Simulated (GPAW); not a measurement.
# A B chain with an Ag atom on top of one atom: transmission at several levels

Wanted: the zero-bias transmission of a B chain with an Ag atom on top of one atom on a ladder of levels, with run times.

Calculated with GPAW 26.7.0; GPAW LCAO, PAW setups; Landauer transmission from Green's functions with principal layers (ASE), zero bias.

## Step 1: Starting point

The cell holds 14 atoms: 13 B and 1 Ag. Cell: a = 9.000 Å, b = 9.000 Å, c = 20.150 Å, α = 90.0°, β = 90.0°, γ = 90.0°. Regions: left lead, 6 atoms (6 B); channel, 2 atoms (1 B and 1 Ag); right lead, 6 atoms (6 B). Vacuum lies along a and b. The structure is stacked along c, and the current runs across the ab planes.

Structure file:

```cif
data_structure
_symmetry_space_group_name_H-M 'P 1'
_symmetry_Int_Tables_number 1
_cell_length_a 9.0000
_cell_length_b 9.0000
_cell_length_c 20.1500
_cell_angle_alpha 90.000
_cell_angle_beta 90.000
_cell_angle_gamma 90.000
_cell_volume 1632.15
loop_
_atom_site_label
_atom_site_type_symbol
_atom_site_fract_x
_atom_site_fract_y
_atom_site_fract_z
_atom_site_occupancy
B1 B 0.50000 0.50000 0.03846 1
B2 B 0.50000 0.50000 0.11538 1
B3 B 0.50000 0.50000 0.19231 1
B4 B 0.50000 0.50000 0.26923 1
B5 B 0.50000 0.50000 0.34615 1
B6 B 0.50000 0.50000 0.42308 1
B7 B 0.50000 0.50000 0.50000 1
Ag8 Ag 0.72168 0.50000 0.50000 1
B9 B 0.50000 0.50000 0.57692 1
B10 B 0.50000 0.50000 0.65385 1
B11 B 0.50000 0.50000 0.73077 1
B12 B 0.50000 0.50000 0.80769 1
B13 B 0.50000 0.50000 0.88462 1
B14 B 0.50000 0.50000 0.96154 1
```

## Step 2: Double-zeta polarised basis

The script solves lead and junction separately, takes H and S in the orbital basis, and joins semi-infinite leads through their self-energies; the dzp basis is the working standard.

Input file run.py:

```python
import json
import numpy as np
from ase import Atoms
from ase.transport.calculators import TransportCalculator
from gpaw import GPAW, FermiDirac
from gpaw.lcao.tools import get_lcao_hamiltonian
from scipy.linalg import eigh

# The junction with lead layers at both ends, along the third cell vector
device = Atoms(
    ['B', 'B', 'B', 'B', 'B', 'B', 'B', 'Ag', 'B', 'B', 'B', 'B', 'B', 'B'],
    positions=[
        [4.50000, 4.50000, 0.77500],
        [4.50000, 4.50000, 2.32500],
        [4.50000, 4.50000, 3.87500],
        [4.50000, 4.50000, 5.42500],
        [4.50000, 4.50000, 6.97500],
        [4.50000, 4.50000, 8.52500],
        [4.50000, 4.50000, 10.07500],
        [6.49510, 4.50000, 10.07500],
        [4.50000, 4.50000, 11.62500],
        [4.50000, 4.50000, 13.17500],
        [4.50000, 4.50000, 14.72500],
        [4.50000, 4.50000, 16.27500],
        [4.50000, 4.50000, 17.82500],
        [4.50000, 4.50000, 19.37500]],
    cell=[[9.0, 0.0, 0.0], [0.0, 9.0, 0.0], [0.0, 0.0, 20.15]],
    pbc=True)

# One principal layer of the lead: the first 4 atoms of the device
lead = Atoms(
    ['B', 'B', 'B', 'B'],
    positions=[
        [4.50000, 4.50000, 0.77500],
        [4.50000, 4.50000, 2.32500],
        [4.50000, 4.50000, 3.87500],
        [4.50000, 4.50000, 5.42500]],
    cell=[[9.0, 0.0, 0.0], [0.0, 9.0, 0.0], [0.0, 0.0, 6.2]],
    pbc=True)

settings = dict(mode='lcao', basis='dzp', xc='PBE', h=0.2,
                occupations=FermiDirac(0.1), maxiter=250,
                mixer=dict(beta=0.1, nmaxold=8, weight=100.0),
                convergence=dict(density=0.0001))
energies = np.arange(-2, 2 + 1e-9, 0.05)
eta = 0.0001
n1, n2 = 1, 1
# k and -k transmit alike, so half of the mesh across the current serves
mesh = [(i, j) for i in range(n1) for j in range(n2) if (i, j) <= (-i % n1, -j % n2)]
weights = np.array([1 if (i, j) == (-i % n1, -j % n2) else 2 for i, j in mesh]) / (n1 * n2)

# [... helper functions left out ...]
fermi_lead = ground_state(lead, (1, 1, 18), 'lead.txt')
fermi_device = ground_state(device, (1, 1, 4), 'device.txt')
# [... loop over the mesh left out, but for ...]
        # Shift the lead onto the potential of the device's first layer
        shift = ((H[:, 0, 0] - H0[:, 0, 0]) / S0[0, 0]).real.mean()
# [...]
kT = 8.617333e-5 * 300
bias = [0.1, 0.2, 0.5, 1.0, 1.5, 2.0]
# [... integrals and printing left out ...]
```

Command:

```bash
OMP_NUM_THREADS=1 OPENBLAS_NUM_THREADS=1 python run.py
```

What it wrote:

```text
basis functions: device 196, principal layer 52
Fermi level: lead -4.8868 eV, device -4.4502 eV; lead shifted by -0.0030 eV
largest coupling past the next layer 9.55e-05 eV, largest misfit of the first layer 0.028 eV
  E-E_F (eV)   T (one spin)  [channel counts left out]
    -2.000    1.2107e-12
    -1.950    5.6869e-13
    -1.900    3.0540e-13
    -1.850    1.8910e-13
    -1.800    1.3421e-13
    -1.750    1.1299e-13
    -1.700    3.3606e-13
    -1.650    9.6370e-13
    -1.600    2.8673e-13
    -1.550    2.3138e-13
    -1.500    2.3725e-13
    -1.450    2.8252e-13
    -1.400    3.8928e-13
    -1.350    6.2972e-13
    -1.300    1.2135e-12
    -1.250    2.8289e-12
[...]
1.650    1.5977e+00
     1.700    1.4752e+00
     1.750    1.3114e+00
     1.800    1.1285e+00
     1.850    1.0067e+00
     1.900    1.0387e+00
     1.950    1.2006e+00
     2.000    1.3885e+00
conductance at 300 K: 1.9075 G0 a cell; thermopower -0.3691 uV/K
current from the zero-bias T(E) at 0.1 V: 14.778 uA
current from the zero-bias T(E) at 0.2 V: 29.548 uA
current from the zero-bias T(E) at 0.5 V: 73.722 uA
current from the zero-bias T(E) at 1.0 V: 146.25 uA
current from the zero-bias T(E) at 1.5 V: 215.59 uA
current from the zero-bias T(E) at 2.0 V: 267.93 uA
```

It took 39 s on 1 thread of Arm Neoverse V1, shared host; peak memory 0.7 GiB.

Numbers from this step:

```
conductance                                    : 1.907 G₀
largest coupling past the next principal layer : 9.55e-5 eV
largest misfit of the first principal layer    : 0.02779 eV
shift that aligns the lead                     : -0.003041 eV
basis functions of the junction                : 196
basis functions of a principal layer           : 52
transmission at the Fermi level (one spin)     : 1.908
```

One spin. Transmission, zone mean against energy, zero at the Fermi level:

energy (eV), transmission, zone mean and a bar:
```
    -2.00       0.00 
    -1.90       0.00 
    -1.80       0.00 
    -1.70       0.00 
    -1.55       0.00 
    -1.45       0.00 
    -1.35       0.00 
    -1.25       0.00 
    -1.15       0.00 
    -1.05       0.00 
    -0.90       0.84 #############
    -0.80       1.42 ######################
    -0.70       1.59 #########################
    -0.60       1.69 ##########################
    -0.50       1.76 ###########################
    -0.40       1.82 ############################
    -0.25       1.87 #############################
    -0.15       1.89 #############################
    -0.05       1.90 ##############################
     0.00       1.91 ##############################
     0.05       1.91 ##############################
     0.15       1.92 ##############################
     0.25       1.92 ##############################
     0.40       1.92 ##############################
     0.50       1.92 ##############################
     0.60       1.92 ##############################
     0.70       1.92 ##############################
     0.80       1.92 ##############################
     0.90       1.92 ##############################
     1.05       1.91 ##############################
     1.15       1.90 ##############################
     1.25       1.88 #############################
     1.35       1.86 #############################
     1.45       1.82 ############################
     1.55       1.75 ###########################
     1.70       1.48 #######################
     1.80       1.13 ##################
     1.90       1.04 ################
     2.00       1.39 ######################
```

Not self-consistent under bias; the bias window is split evenly. Table of current through one cell, from the zero-bias transmission by bias:

```
bias (V)  current through one cell, from the zero-bias transmission (μA)
   0.100                                                            14.8
   0.200                                                            29.5
   0.500                                                            73.7
   1.000                                                             146
   1.500                                                             216
   2.000                                                             268
```

Table of transmission of the three most open eigenchannels by energy, zero at the Fermi level:

| energy (eV) | channel 1 | channel 2 | channel 3 |
| --- | --- | --- | --- |
| -2.00 | 1.1e-12 | 0 | 0 |
| -1.85 | 0 | 0 | 0 |
| -1.70 | 0 | 0 | 0 |
| -1.60 | 0 | 0 | 0 |
| -1.45 | 0 | 0 | 0 |
| -1.30 | 0 | 0 | 0 |
| -1.15 | 1.8e-11 | 1.4e-11 | 0 |
| -1.05 | 2.1e-9 | 2.3e-10 | 0 |
| -0.90 | 0.616 | 0.224 | 0 |
| -0.75 | 0.958 | 0.564 | 0 |
| -0.60 | 0.987 | 0.706 | 0 |
| -0.50 | 0.994 | 0.770 | 0 |
| -0.35 | 0.998 | 0.838 | 0 |
| -0.20 | 0.999 | 0.880 | 0 |
| -0.05 | 0.998 | 0.905 | 0 |
| 0.00 | 0.998 | 0.910 | 0 |
| 0.05 | 0.998 | 0.914 | 0 |
| 0.20 | 0.998 | 0.923 | 0 |
| 0.35 | 0.998 | 0.926 | 0 |
| 0.50 | 0.999 | 0.926 | 0 |
| 0.60 | 0.999 | 0.925 | 0 |
| 0.75 | 0.999 | 0.923 | 0 |
| 0.90 | 0.999 | 0.918 | 0 |
| 1.05 | 0.999 | 0.910 | 0 |
| 1.15 | 0.999 | 0.900 | 0 |
| 1.30 | 0.999 | 0.876 | 0 |
| 1.45 | 0.998 | 0.822 | 0 |
| 1.60 | 0.998 | 0.686 | 0 |
| 1.70 | 0.998 | 0.477 | 0 |
| 1.85 | 0.998 | 0.00848 | 3.3e-12 |
| 2.00 | 0.998 | 0.390 | 0 |

Couplings past the next layer reach 9.5e-5 eV, small enough to drop; the matrix elements of the cell's first layer differ from the bulk lead's by up to 0.028 eV. That layer keeps its own values in the calculation, and only beyond it is the lead taken as perfect. The Fermi levels of lead and junction count from different zeros of potential, one for each periodic cell; with both set to zero, the small remaining shift is what aligns them. By hand: G = 1.907 × 77.48 μS = 148 μS, a resistance of 6.77 kΩ; at 0.1 V a linear junction would pass 14.8 μA, and the integral over the bias window gives 14.8 μA.

## Step 3: Single-zeta polarised basis

One radial function a shell plus polarisation makes the matrices smaller; the question is what that costs.

run.py, as its differences from that of step 2:

```diff
@@ -40,3 +40,3 @@
 
-settings = dict(mode='lcao', basis='dzp', xc='PBE', h=0.2,
+settings = dict(mode='lcao', basis='szp(dzp)', xc='PBE', h=0.2,
                 occupations=FermiDirac(0.1), maxiter=250,
```

What it wrote:

```text
basis functions: device 132, principal layer 36
Fermi level: lead -6.2058 eV, device -5.5759 eV; lead shifted by 0.0061 eV
largest coupling past the next layer 9.58e-05 eV, largest misfit of the first layer 0.040 eV
  E-E_F (eV)   T (one spin)  [channel counts left out]
    -2.000    2.2718e-19
    -1.950    2.1181e-18
    -1.900    6.9945e-18
    -1.850    1.9824e-17
    -1.800    5.5533e-17
    -1.750    1.6359e-16
    -1.700    5.3458e-16
    -1.650    2.1059e-15
    -1.600    1.2247e-14
    -1.550    2.8832e-13
    -1.500    3.0608e-13
    -1.450    8.8984e-14
    -1.400    7.3965e-14
    -1.350    8.8456e-14
    -1.300    1.3044e-13
    -1.250    2.2477e-13
[...]
1.650    1.9263e+00
     1.700    1.9191e+00
     1.750    1.9097e+00
     1.800    1.8974e+00
     1.850    1.8812e+00
     1.900    1.8594e+00
     1.950    1.8295e+00
     2.000    1.7878e+00
conductance at 300 K: 1.9222 G0 a cell; thermopower -0.3393 uV/K
current from the zero-bias T(E) at 0.1 V: 14.891 uA
current from the zero-bias T(E) at 0.2 V: 29.772 uA
current from the zero-bias T(E) at 0.5 V: 74.241 uA
current from the zero-bias T(E) at 1.0 V: 146.97 uA
current from the zero-bias T(E) at 1.5 V: 215.68 uA
current from the zero-bias T(E) at 2.0 V: 257.27 uA
```

Wall time 29 s (1 thread); peak memory 0.68 GiB.

Numbers from this step:

```yaml
conductance: 1.922 G₀
largest_coupling_past_the_next_principal_layer: 9.58e-5 eV
largest_misfit_of_the_first_principal_layer: 0.04014 eV
shift_that_aligns_the_lead: 0.006092 eV
basis_functions_of_the_junction: 132
basis_functions_of_a_principal_layer: 36
transmission_at_the_fermi_level_one_spin: 1.923
```

One spin. Transmission, zone mean against energy, zero at the Fermi level:

```
energy (eV)  transmission, zone mean
      -2.00                        0
      -1.90                        0
      -1.80                        0
      -1.70                        0
      -1.55                        0
      -1.45                        0
      -1.35                        0
      -1.25                        0
      -1.15                  1.0e-12
      -1.05                  9.2e-12
      -0.90                   9.2e-9
      -0.80                    0.200
      -0.70                     1.64
      -0.60                     1.69
      -0.50                     1.75
      -0.40                     1.81
      -0.25                     1.88
      -0.15                     1.90
      -0.05                     1.92
       0.00                     1.92
       0.05                     1.93
       0.15                     1.93
       0.25                     1.93
       0.40                     1.94
       0.50                     1.94
       0.60                     1.94
       0.70                     1.94
       0.80                     1.94
       0.90                     1.94
       1.05                     1.95
       1.15                     1.95
       1.20                     1.95
       1.25                     1.95
       1.35                     1.94
       1.45                     1.94
       1.55                     1.94
       1.70                     1.92
       1.80                     1.90
       1.90                     1.86
       2.00                     1.79
```

Not self-consistent under bias; the bias window is split evenly. The current through one cell, from the zero-bias transmission by bias:

| bias (V) | current through one cell, from the zero-bias transmission (μA) |
| --- | --- |
| 0.100 | 14.9 |
| 0.200 | 29.8 |
| 0.500 | 74.2 |
| 1.000 | 147 |
| 1.500 | 216 |
| 2.000 | 257 |

Table of transmission of the three most open eigenchannels by energy, zero at the Fermi level:

```csv
energy (eV),channel 1,channel 2,channel 3
-2.00,0,0,0
-1.90,0,0,0
-1.80,0,0,0
-1.70,0,0,0
-1.55,0,0,0
-1.45,0,0,0
-1.35,0,0,0
-1.25,0,0,0
-1.15,0,0,0
-1.05,6.0e-12,3.2e-12,0
-0.90,8.6e-9,6.0e-10,0
-0.80,0.109,0.0911,0
-0.70,0.990,0.646,0
-0.60,0.996,0.694,0
-0.50,0.997,0.754,0
-0.40,0.998,0.812,0
-0.25,0.998,0.878,0
-0.15,0.997,0.905,0
-0.05,0.996,0.922,0
0.00,0.995,0.928,0
0.05,0.995,0.932,0
0.15,0.994,0.937,0
0.25,0.995,0.939,0
0.40,0.997,0.940,0
0.50,0.998,0.940,0
0.60,0.998,0.940,0
0.70,0.999,0.941,0
0.80,0.999,0.943,0
0.90,0.999,0.944,0
1.05,0.999,0.946,0
1.15,0.999,0.947,0
1.25,0.999,0.947,0
1.35,0.999,0.946,0
1.45,0.999,0.943,0
1.55,0.999,0.937,0
1.70,0.999,0.920,0
1.80,0.999,0.898,0
1.90,0.999,0.860,0
2.00,0.999,0.789,0
```

The conductance, 1.92 G₀, lies 0.8 % above that of the dzp run.

## Step 4: Minimal basis

The minimal basis is the cheapest rung: no second zeta and no polarisation.

run.py, as its differences from that of step 3:

```diff
@@ -40,3 +40,3 @@
 
-settings = dict(mode='lcao', basis='szp(dzp)', xc='PBE', h=0.2,
+settings = dict(mode='lcao', basis='sz(dzp)', xc='PBE', h=0.2,
                 occupations=FermiDirac(0.1), maxiter=250,
```

What it wrote:

```text
basis functions: device 64, principal layer 16
Fermi level: lead -6.6755 eV, device -5.9683 eV; lead shifted by 0.0100 eV
largest coupling past the next layer 9.60e-05 eV, largest misfit of the first layer 0.041 eV
  E-E_F (eV)   T (one spin)  [channel counts left out]
    -2.000    3.0288e-18
    -1.950    6.6074e-18
    -1.900    1.4991e-17
[...]
1.950    1.8802e+00
     2.000    1.8618e+00
conductance at 300 K: 1.9203 G0 a cell; thermopower -0.306 uV/K
current from the zero-bias T(E) at 0.1 V: 14.877 uA
current from the zero-bias T(E) at 0.2 V: 29.744 uA
current from the zero-bias T(E) at 0.5 V: 74.163 uA
current from the zero-bias T(E) at 1.0 V: 146.77 uA
current from the zero-bias T(E) at 1.5 V: 216.43 uA
current from the zero-bias T(E) at 2.0 V: 260.8 uA
```

Elapsed: 18 s, on 1 thread; peak memory 0.63 GiB.

This step gave:

```yaml
conductance: 1.920 G₀
largest_coupling_past_the_next_principal_layer: 9.60e-5 eV
largest_misfit_of_the_first_principal_layer: 0.04129 eV
shift_that_aligns_the_lead: 0.01000 eV
basis_functions_of_the_junction: 64
basis_functions_of_a_principal_layer: 16
transmission_at_the_fermi_level_one_spin: 1.921
```

The conductance, 1.92 G₀, lies 0.7 % above that of the dzp run.

## Step 5: LDA in the dzp basis: xc = "LDA"

Back in the dzp basis, the functional changes from PBE to LDA, to set the spread between functionals beside that between bases.

run.py, as its differences from that of step 4:

```diff
@@ -40,3 +40,3 @@
 
-settings = dict(mode='lcao', basis='sz(dzp)', xc='PBE', h=0.2,
+settings = dict(mode='lcao', basis='dzp', xc='LDA', h=0.2,
                 occupations=FermiDirac(0.1), maxiter=250,
```

What it wrote:

```text
basis functions: device 196, principal layer 52
Fermi level: lead -5.0891 eV, device -4.6726 eV; lead shifted by -0.0027 eV
largest coupling past the next layer 9.53e-05 eV, largest misfit of the first layer 0.022 eV
  E-E_F (eV)   T (one spin)  [channel counts left out]
    -2.000    3.5288e-12
    -1.950    1.4072e-12
    -1.900    6.3561e-13
[...]
1.950    1.1790e+00
     2.000    1.3587e+00
conductance at 300 K: 1.9064 G0 a cell; thermopower -0.3766 uV/K
current from the zero-bias T(E) at 0.1 V: 14.77 uA
current from the zero-bias T(E) at 0.2 V: 29.53 uA
current from the zero-bias T(E) at 0.5 V: 73.669 uA
current from the zero-bias T(E) at 1.0 V: 146.07 uA
current from the zero-bias T(E) at 1.5 V: 215.13 uA
current from the zero-bias T(E) at 2.0 V: 267.09 uA
```

Run time: 33 s. Hardware: 1 thread; peak memory 0.69 GiB.

This step gave:

```yaml
conductance: 1.906 G₀
largest_coupling_past_the_next_principal_layer: 9.53e-5 eV
largest_misfit_of_the_first_principal_layer: 0.02243 eV
shift_that_aligns_the_lead: -0.002730 eV
basis_functions_of_the_junction: 196
basis_functions_of_a_principal_layer: 52
transmission_at_the_fermi_level_one_spin: 1.907
```

One spin. Table of transmission, zone mean by energy, zero at the Fermi level:

energy (eV), transmission, zone mean and a bar:
```
    -2.00       0.00 
    -1.90       0.00 
    -1.80       0.00 
    -1.70       0.00 
    -1.55       0.00 
    -1.45       0.00 
    -1.35       0.00 
    -1.25       0.00 
    -1.15       0.00 
    -1.05       0.00 
    -0.90       0.80 #############
    -0.80       1.40 ######################
    -0.70       1.58 #########################
    -0.60       1.68 ##########################
    -0.50       1.76 ###########################
    -0.40       1.81 ############################
    -0.25       1.86 #############################
    -0.15       1.89 #############################
    -0.05       1.90 ##############################
     0.00       1.91 ##############################
     0.05       1.91 ##############################
     0.15       1.92 ##############################
     0.25       1.92 ##############################
     0.40       1.92 ##############################
     0.45       1.92 ##############################
     0.50       1.92 ##############################
     0.60       1.92 ##############################
     0.70       1.92 ##############################
     0.80       1.92 ##############################
     0.90       1.91 ##############################
     1.05       1.90 ##############################
     1.15       1.89 ##############################
     1.25       1.88 #############################
     1.35       1.85 #############################
     1.45       1.81 ############################
     1.55       1.73 ###########################
     1.70       1.45 #######################
     1.80       1.12 #################
     1.90       1.03 ################
     2.00       1.36 #####################
```

The conductance equals that of the dzp run to 0.2 %.

## Step 6: The ladder

Times are for 1 thread of Arm Neoverse V1, shared host. Results by setting:

```
no.      run  conductance (G₀)  time  memory (GiB)
  1      dzp             1.907  39 s           0.7
  2      szp             1.922  29 s          0.68
  3       sz             1.920  18 s          0.63
  4  dzp LDA             1.906  33 s          0.69
```

[end of part 1 of 2]

[Logs are printed without paths, hosts, clocks, repeated set-up lines and the standing remarks that a program may print on its own settings, such as how far it seeks lower states.]

[Hosts, paths, dates, database ids (printed as entryN), source tags and the programs' standing remarks are cut or masked in the printed files.]
